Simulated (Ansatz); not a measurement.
# Grüneisen parameters and expansion of KBr (Fm-3m)

Aim: how the vibrations of KBr shift with volume, and the expansion that follows.

What experiment has found for this phase:
- volume expansion coefficient 116.1 1e-6/K and heat capacity C_P per formula unit 52.3 J/mol/K near room temperature (given in “High-Throughput Prediction of Finite-Temperature Properties using the Quasi-Harmonic Approximation”, 2016, arXiv:1603.06924)
- volume expansion coefficient 117.6 1e-6/K near room temperature (given in “Descriptors for thermal expansion in solids”, 2017, arXiv:1701.03966)

Method: DFT PBE, scalar-relativistic, plane waves, PAW, in Ansatz 0.2.0.

### 1. Starting point

Symmetry: Fm-3m, No. 225, cubic system. The conventional cell has a = 6.600 Å, b = 6.600 Å, c = 6.600 Å, α = 90.00°, β = 90.00°, γ = 90.00°. Nearest to K lie 6 Br at 3.30 Å. Nearest to Br lie 6 K at 3.30 Å. Farther neighbours and most contacts between anions are not listed.

### 2. Probe on a coarse mesh

A cheap single point shows whether the cell is a metal or an insulator and how far it is from rest; that sets the k-mesh and the occupations of what follows.

Input file input.yaml:

```yaml
crystal:
  lattice:
    - [0.0, 3.3, 3.3]
    - [3.3, 0.0, 3.3]
    - [3.3, 3.3, 0.0]
  atoms:
    - { symbol: K, position: [0.0, 0.0, 0.0] }
    - { symbol: Br, position: [0.5, 0.5, 0.5] }
kpoints:
  mp_grid: { grid: [6, 6, 6] }
hamiltonian:
  xc: pbe
scf:
  occupations: { method: gaussian, width: 0.1 }
output:
  forces: true
  stress: true
  eigenvalues: true
```

Started as:

```console
$ ansatz run input.yaml --threads 2 --pin off --max-ram 5120MiB --backend cpu --events-out ev --progress --plain --runs-dir out
```

Numbers of over 12 decimals in the logs are rounded to 6 here.

The log of the run:

```text
Engine: ansatz 0.2.0, aarch64-unknown-linux-gnu
Pseudopotentials: kind: paw
Pseudopotential: K, paw, valence charge 9, recommended cutoff 420 eV (normal), K.paw.azcp
Pseudopotential: Br, paw, valence charge 7, recommended cutoff 420 eV (normal), Br.paw.azcp
Functional definition: PBE
  parameter kappa = 0.804
  parameter beta = 0.066725
  exchange = pbe_x(kappa = kappa, mu = beta*pi^2/3)
  correlation = pbe_c(beta = beta)
Crystal: 2 atoms, lattice volume = 71.874 Å³
Basis set: ecut = 420 eV, 1411 PW (Γ), exchange–correlation on 64×64×64 points (8 copies of the dense FFT grid, shifted against one another)
Bands: 12, of which v1, the nominal top of the filled ones, is band 8 counted from 1 (7 counted from 0)
Symmetry: 48 space group operations
Space group: Fm-3m (ITA 225), of the structure as read, at distance tolerance 4.2e-5 Å
k-points: 16 of 216
Non-local potential: K, projectors of the file, l = 0: 3, l = 1: 2, l = 2: 2
Non-local potential: Br, projectors of the file, l = 0: 2, l = 1: 2, l = 2: 2
PAW form: soft (Blöchl's): semilocal exchange-correlation on the pseudo side does not see the compensation charge
PAW one-centre angular grid: K, 110 points (default); XC on 64 Gauss nodes
PAW one-centre angular grid: Br, 110 points (default); XC on 64 Gauss nodes
Initial density: superposition of atomic densities (neutral atoms: chi_scale 0, normalization atom), corrected by the library's trained network
Initial wavefunctions: pseudopotential atomic-orbital guess
Functional: x = pbe(κ = 0.804, μ = 0.219515), c = pbe(β = 0.066725)
SCF iter   1: F=—  HF=-4324.496682 eV  |F-HF|=—  |Δ(HF+E_count)|=         —  Δρ=1.59e-4  dr2=1.09e-5  ethr=1.77e-3  ⟨swp⟩=6.3  Hψ=1249  notcnv=0
preconditioner: auto → none  [insulator: Δε(μ)=4.426 eV  Ē_g=14.771 eV  σ=0.100 eV  W_gap=1.00  n_scr=14 (ndim 8)  ℏωp=16.4 eV  f_vac=0.056  D(μ)=0.00/eV (n_scr^D=0)  ε∞_Penn≈2.2]
SCF iter   2: F=—  HF=-4324.496533 eV  |F-HF|=—  |Δ(HF+E_count)|=   1.49e-4  Δρ=1.91e-4  dr2=4.53e-5  ethr=6.78e-8  ⟨swp⟩=3.6  Hψ=599  notcnv=0
SCF iter   3: F=—  HF=-4324.496526 eV  |F-HF|=—  |Δ(HF+E_count)|=   6.46e-6  Δρ=7.02e-5  dr2=4.23e-6  ethr=6.78e-8  ⟨swp⟩=2.0  Hψ=304  notcnv=0
SCF iter   4: F=—  HF=-4324.496532 eV  |F-HF|=—  |Δ(HF+E_count)|=   6.29e-6  Δρ=3.24e-5  dr2=1.21e-6  ethr=2.64e-8  ⟨swp⟩=2.0  Hψ=304  notcnv=0
SCF iter   5: F=—  HF=-4324.496532 eV  |F-HF|=—  |Δ(HF+E_count)|=   1.11e-7  Δρ=1.34e-5  dr2=2.09e-7  ethr=7.55e-9  ⟨swp⟩=2.0  Hψ=240  notcnv=0
SCF iter   6: F=-4324.496532 eV  HF=-4324.496532 eV  |F-HF|=2.63e-8  |Δ(HF+E_count)|=   4.94e-8  Δρ=5.11e-6  dr2=3.20e-8  ethr=6.25e-10  ⟨swp⟩=5.6  Hψ=959  notcnv=0
SCF 1 converged in 6 iterations: F = -4324.496532 eV  dr2 = 3.20e-8
  greatest PAW one-centre occupation: 0.987 electrons in one spin orbital (limit 2), on the K atom at site 0 (counted from 0), in its partial waves of l = 0
SCF converged after 6 iterations
Free energy (F): -4324.496532 eV
Harris-Foulkes:  -4324.496532 eV  (|F-HF|=2.63e-8)
Internal energy: -4324.496532 eV  (E = F + TS)
E sigma→0 (E₀):  -4324.496532 eV
Fermi energy:    3.287999 eV
--- Per-component energies (eV) ---
  E_band       = -133.512081
  E_kinetic    = 388.472459
  E_local      = -838.835898  (includes V_loc(G=0)·N_el)
  E_nonlocal   = 82.864379
  E_hartree    = 271.999735
  E_xc         = -400.625545
  E_vxc        = -269.645871  (∫ρ·V_xc dr)
  E_paw        = -3028.385812  (= ΣΔE_a)
  E_vpaw       = -40.364730  (= ΣTr[D̂ρ^β])
  E_aug_tail   = -0.000004  (compensation charges beyond the density's cutoff)
  E_ewald      = -799.985846
  E_smearing   = -0.000000  (= −TS)
  E_closure    = -0.000000  (closes the sum)
  Σ components = -4324.496532   (vs F -4324.496532, Δ=0.00e0)
--- Forces (eV/Å), atoms counted from 1 ---
  atom   1  K     -0.00000000    -0.00000000     0.00000000
  atom   2  Br     0.00000000     0.00000000     0.00000000
  max |Σ_I F_I| component: 3.81e-30 eV/Å
--- Stress (GPa, compression-positive) ---
        0.717860       0.000000       0.000000
        0.000000       0.717860      -0.000000
       -0.000000       0.000000       0.717860
  P = ⅓ Tr σ = 0.7179 GPa (7.179 kbar)
--- Band table (eV; the first three rows and the last of 16) ---
  k-point 0: bands = [... 4 lower, -10.1841, 1.0690, 1.0690, 1.0690, 5.5045, 8.6734, 8.6734, 8.6734]
  k-point 1: bands = [... 4 lower, -10.1156, 0.7037, 0.9803, 0.9803, 6.1605, 8.5336, 8.9962, 8.9962]
  k-point 2: bands = [... 4 lower, -9.9925, 0.1311, 0.8140, 0.8140, 7.2681, 8.7874, 9.8577, 9.8577]
  k-point 15: bands = [... 4 lower, -10.1192, 0.3623, 0.5929, 0.6212, 7.6651, 8.9937, 9.3619, 10.2985]
```

Elapsed: 0.98 s, on 2 threads of Arm Neoverse V2, shared host; peak memory 0.28 GiB; 1 s of CPU time.

Reading the cycles: dr2 is the Hartree energy of the density residual (eV), the measure of convergence; HF is the Harris–Foulkes estimate of the energy, which meets the free energy F at convergence.

Numbers from this step:

| Property | Result |
| --- | --- |
| pressure | 0.7179 GPa |
| gap on the k-mesh | 4.436 eV |
| volume per atom | 35.94 Å³ |

The start is under 0.72 GPa at this level and looks like an insulator or semiconductor on this mesh.

### 3. Relaxation

The vibrations must be taken about the equilibrium of this functional, not about the starting cell, so the structure is relaxed.

input.yaml, the sections that differ from step 2:

```yaml
scf:
  occupations: { method: gaussian, width: 0.02 }
relax:
  adjacent_minimum: "off"
  f_tol: 0.005
  max_steps: 80
  cell: { stress_tol: 0.05 }
# crystal, kpoints, hamiltonian, output: as in step 2
```

The log of the run:

```text
[...]
Crystal: 2 atoms, lattice volume = 71.874 Å³
Basis set: ecut = 420 eV, 1411 PW (Γ), exchange–correlation on 64×64×64 points (8 copies of the dense FFT grid, shifted against one another)
Bands: 12, of which v1, the nominal top of the filled ones, is band 8 counted from 1 (7 counted from 0)
Symmetry: 48 space group operations
[...]
k-points: 16 of 216
[...]
SCF iter   1: F=—  HF=-4324.496718 eV  |F-HF|=—  |Δ(HF+E_count)|=         —  Δρ=1.61e-4  dr2=9.74e-6  ethr=1.77e-3  ⟨swp⟩=6.8  Hψ=1332  notcnv=0
[...]
SCF iter   6: F=-4324.496532 eV  HF=-4324.496532 eV  |F-HF|=4.27e-8  |Δ(HF+E_count)|=   7.41e-8  Δρ=6.46e-6  dr2=5.18e-8  ethr=6.25e-10  ⟨swp⟩=3.0  Hψ=726  notcnv=0
SCF 1 converged in 6 iterations: F = -4324.496532 eV  dr2 = 5.18e-8
[...]
relax step   1: F+E_penalty+E_count = -4324.49653221 eV  Δ(F+E_penalty+E_count) = +0.000e0 eV  max|allowed force component| = 7.116e-30 eV/Å  Δτ_max = 0.0000 Å  P = +0.718 GPa  Ω = 71.874 Å³  (6 SCF iters, dr2 threshold 1.00e-7 eV, accepted)
Crystal: 2 atoms, lattice volume = 73.461 Å³
Basis set: ecut = 420 eV, 1459 PW (Γ), exchange–correlation on 64×64×64 points (8 copies of the dense FFT grid, shifted against one another)
[...]
iter 1 solved again at ethr=2.01e-6 eV; its pass at ethr=3.10e-3 eV (dr2=3.21e-4 eV) is discarded
[...]
SCF iter   4: F=-4324.501828 eV  HF=-4324.501828 eV  |F-HF|=1.07e-7  |Δ(HF+E_count)|=   3.25e-6  Δρ=1.16e-5  dr2=1.73e-7  ethr=1.25e-9  ⟨swp⟩=4.1  Hψ=1121  notcnv=0
SCF 2 converged in 4 iterations: F = -4324.501828 eV  dr2 = 1.73e-7
relax step   2: F+E_penalty+E_count = -4324.50182802 eV  Δ(F+E_penalty+E_count) = -5.296e-3 eV  max|allowed force component| = 2.235e-30 eV/Å  Δτ_max = 0.0000 Å  P = +0.369 GPa  Ω = 73.461 Å³  energy of the carried Pulay correction = -5.350e-5 eV  (4 SCF iters, dr2 threshold 2.00e-7 eV, accepted)
Crystal: 2 atoms, lattice volume = 75.221 Å³
[...]
SCF iter   5: F=-4324.503921 eV  HF=-4324.503921 eV  |F-HF|=2.44e-8  |Δ(HF+E_count)|=   1.93e-7  Δρ=3.54e-6  dr2=9.43e-9  ethr=1.25e-9  ⟨swp⟩=5.5  Hψ=931  notcnv=0
SCF 3 converged in 5 iterations: F = -4324.503921 eV  dr2 = 9.43e-9
relax step   3: F+E_penalty+E_count = -4324.50392082 eV  Δ(F+E_penalty+E_count) = -2.093e-3 eV  max|allowed force component| = 6.779e-30 eV/Å  Δτ_max = 0.0000 Å  P = +0.030 GPa  Ω = 75.221 Å³  energy of the carried Pulay correction = -1.115e-4 eV  (5 SCF iters, dr2 threshold 2.00e-7 eV, accepted)
[...]
SCF iter   1: F=—  HF=-4324.504018 eV  |F-HF|=—  |Δ(HF+E_count)|=         —  Δρ=2.01e-5  dr2=4.73e-8  ethr=1.28e-6  ⟨swp⟩=3.2  Hψ=1827  notcnv=0
eigensolver tolerance schedule: the retry pair's looser diagonalisation over-reported the residual by 4316.75 of it (diagonalisation noise at an unbounded share of the residual, at the tolerance the schedule requests for it); recorded, not acted on — ethr = c·dr2/N_el stays at c = 1.0e-1
[...]
SCF iter   2: F=—  HF=-4324.504015 eV  |F-HF|=—  |Δ(HF+E_count)|=   3.38e-6  Δρ=1.07e-5  dr2=1.37e-8  ethr=2.96e-10  ⟨swp⟩=3.2  Hψ=419  notcnv=0
[...]
SCF iter   6: F=-4324.504015 eV  HF=-4324.504015 eV  |F-HF|=1.82e-12  |Δ(HF+E_count)|=    0.00e0  Δρ=3.31e-8  dr2=8.33e-13  ethr=1.00e-12  ⟨swp⟩=6.0  Hψ=780  notcnv=0
SCF 4 converged in 6 iterations: F = -4324.504015 eV  dr2 = 8.33e-13
relax step   4: F+E_penalty+E_count = -4324.50401514 eV  Δ(F+E_penalty+E_count) = -9.432e-5 eV  max|allowed force component| = 6.262e-30 eV/Å  Δτ_max = 0.0000 Å  P = +0.028 GPa  Ω = 75.221 Å³  stress off target by 2.80e-2 GPa  SCF on the basis re-selected at this cell (its energy is not comparable with the rows above)  (6 SCF iters)
basis re-selected at this cell: Δ(F+E_penalty+E_count) = -9.432e-5 eV, ΔP = -0.002 GPa vs the last step (what re-selecting the basis moved, of the pressure what is left beyond the Pulay correction that the steps carried, after the strain that the cell walked since its last selection, with what the two solves' SCF thresholds leave and, on support functions, any second-order correction that the steps lacked; it is no m [...]
SCF converged after 6 iterations
Free energy (F): -4324.504015 eV
[...]
Internal energy: -4324.504015 eV  (E = F + TS)
E sigma→0 (E₀):  -4324.504015 eV
Fermi energy:    2.928132 eV
[...]
--- Stress (GPa, compression-positive) ---
        0.028044      -0.000000      -0.000000
       -0.000000       0.028044      -0.000000
       -0.000000      -0.000000       0.028044
  P = ⅓ Tr σ = 0.0280 GPa (0.280 kbar)
--- Band table (eV; the first three rows and the last of 16) ---
  k-point 0: bands = [... 4 lower, -10.5795, 0.7700, 0.7700, 0.7700, 5.0862, 8.3602, 8.3602, 8.3602]
  k-point 1: bands = [... 4 lower, -10.5157, 0.4329, 0.6911, 0.6911, 5.7142, 8.2110, 8.6685, 8.6685]
  k-point 2: bands = [... 4 lower, -10.4026, -0.0981, 0.5423, 0.5423, 6.8296, 8.3817, 9.4898, 9.4898]
  k-point 15: bands = [... 4 lower, -10.5183, 0.1060, 0.3322, 0.3501, 7.3641, 8.5082, 8.9419, 9.8230]
--- Relaxed structure (3 steps of the walk, 3 accepted, 1 SCFs on fresh bases) ---
  F+E_penalty+E_count = -4324.50401514 eV   max|allowed force component| = 6.262e-30 eV/Å   (the final SCF, on the basis selected at the relaxed cell)
  cell:  # Å, volume = 75.2209 Å³
    - [0, 3.350448, 3.350448]
    - [3.350448, 0, 3.350448]
    - [3.350448, 3.350448, 0]
  atoms:
    - { symbol: K, position: [0, 0, 0] }
    - { symbol: Br, position: [0.5, 0.5, 0.5] }
```

The job ended after 2.1 s (2 threads; peak memory 0.3 GiB).

Relaxation path:

```
step  energy less that of the first step (eV)  largest force component (eV/Å)  pressure (GPa)  volume (Å³)
   1                                   0.0000                          0.0000            0.72        71.87
   2                                  -0.0053                          0.0000            0.37        73.46
   3                                  -0.0074                          0.0000            0.03        75.22
  4*                                  -0.0075                          0.0000            0.03        75.22
```

Relaxation steps marked * repeat the geometry before them on a plane-wave basis chosen anew for their cell, so energy and pressure can jump there.

The run keeps the 48 symmetry operations that it works with, so distortions that break them were not tested.

```
conventional cell, symmetrised  before  after  change
                         a (Å)   6.600  6.701  +1.5 %
                         b (Å)   6.600  6.701  +1.5 %
                         c (Å)   6.600  6.701  +1.5 %
              volume (Å³/atom)   35.94  37.61  +4.7 %
```

The relaxed structure:

```cif
data_structure
_symmetry_space_group_name_H-M 'P 1'
_symmetry_Int_Tables_number 1
_cell_length_a 4.7382
_cell_length_b 4.7382
_cell_length_c 4.7382
_cell_angle_alpha 60.000
_cell_angle_beta 60.000
_cell_angle_gamma 60.000
_cell_volume 75.22
loop_
_atom_site_label
_atom_site_type_symbol
_atom_site_fract_x
_atom_site_fract_y
_atom_site_fract_z
_atom_site_occupancy
K1 K 0.00000 0.00000 0.00000 1
Br2 Br 0.50000 0.50000 0.50000 1
```

Numbers from this step:

```yaml
pressure: 0.02804 GPa
gap_on_the_k_mesh: 4.316 eV
volume_per_atom: 37.61 Å³
```

The relaxation ends with a pressure of 0.03 GPa.

### 4. Tight relaxation

The relaxation is repeated with tighter thresholds on force and stress, since phonons are sensitive to what is left; a change of mesh or smearing in the input moves the cell too.

Input file input.yaml:

```yaml
crystal:
  lattice:
    - [0.0, 3.3504479083, 3.3504479083]
    - [3.3504479083, 0.0, 3.3504479083]
    - [3.3504479083, 3.3504479083, 0.0]
  atoms:
    - { symbol: K, position: [0.0, 0.0, 0.0] }
    - { symbol: Br, position: [0.5, 0.5, 0.5] }
kpoints:
  mp_grid: { grid: [8, 8, 8] }
hamiltonian:
  xc: pbe
scf:
  occupations: { method: fixed }
output:
  forces: true
  stress: true
  eigenvalues: true
relax:
  adjacent_minimum: "off"
  f_tol: 0.001
  max_steps: 60
  cell: { stress_tol: 0.01 }
```

The log of the run:

```text
[...]
Crystal: 2 atoms, lattice volume = 75.221 Å³
Basis set: ecut = 420 eV, 1459 PW (Γ), exchange–correlation on 64×64×64 points (8 copies of the dense FFT grid, shifted against one another)
Bands: 12, of which v1, the nominal top of the filled ones, is band 8 counted from 1 (7 counted from 0)
Symmetry: 48 space group operations
[...]
k-points: 29 of 512
[...]
k-point 28: bands = [... 4 lower, -10.5086, 0.2085, 0.2085, 0.2673, 8.0864, 8.0864, 8.8305, 9.5531]
--- Relaxed structure (3 steps of the walk, 3 accepted, 1 SCFs on fresh bases) ---
[...]
cell:  # Å, volume = 75.3766 Å³
    - [0, 3.352758, 3.352758]
    - [3.352758, 0, 3.352758]
    - [3.352758, 3.352758, 0]
  atoms:
    - { symbol: K, position: [0, 0, 0] }
    - { symbol: Br, position: [0.5, 0.5, 0.5] }
[key lines of the parts left out:]
SCF converged after 5 iterations
Free energy (F): -4324.504034 eV
Fermi energy:    0.756824 eV
P = ⅓ Tr σ = 0.0000 GPa (0.000 kbar)
```

Run time: 3.3 s. Hardware: 2 threads; peak memory 0.32 GiB; 6.3 s of CPU time.

Little changed from the start: no atom moved by 0.005 Å and no cell edge by 0.1 %.

Numbers from this step:

```yaml
pressure: 9.31e-6 GPa
gap_on_the_k_mesh: 4.311 eV
volume_per_atom: 37.69 Å³
```

The residual pressure is 9.3e-6 GPa, small enough for phonons.

(Continued in part 2 of 4.)

[Logs are printed without paths, hosts, clocks, repeated set-up lines and the standing remarks that a program may print on its own settings, such as how far it seeks lower states.]

[Hosts, paths, dates, database ids (printed as entryN), source tags and the programs' standing remarks are cut or masked in the printed files.]

[A step with changed settings may run another functional than the one named; its input shows which.]

[Of the runs on displaced cells, only some may be shown.]
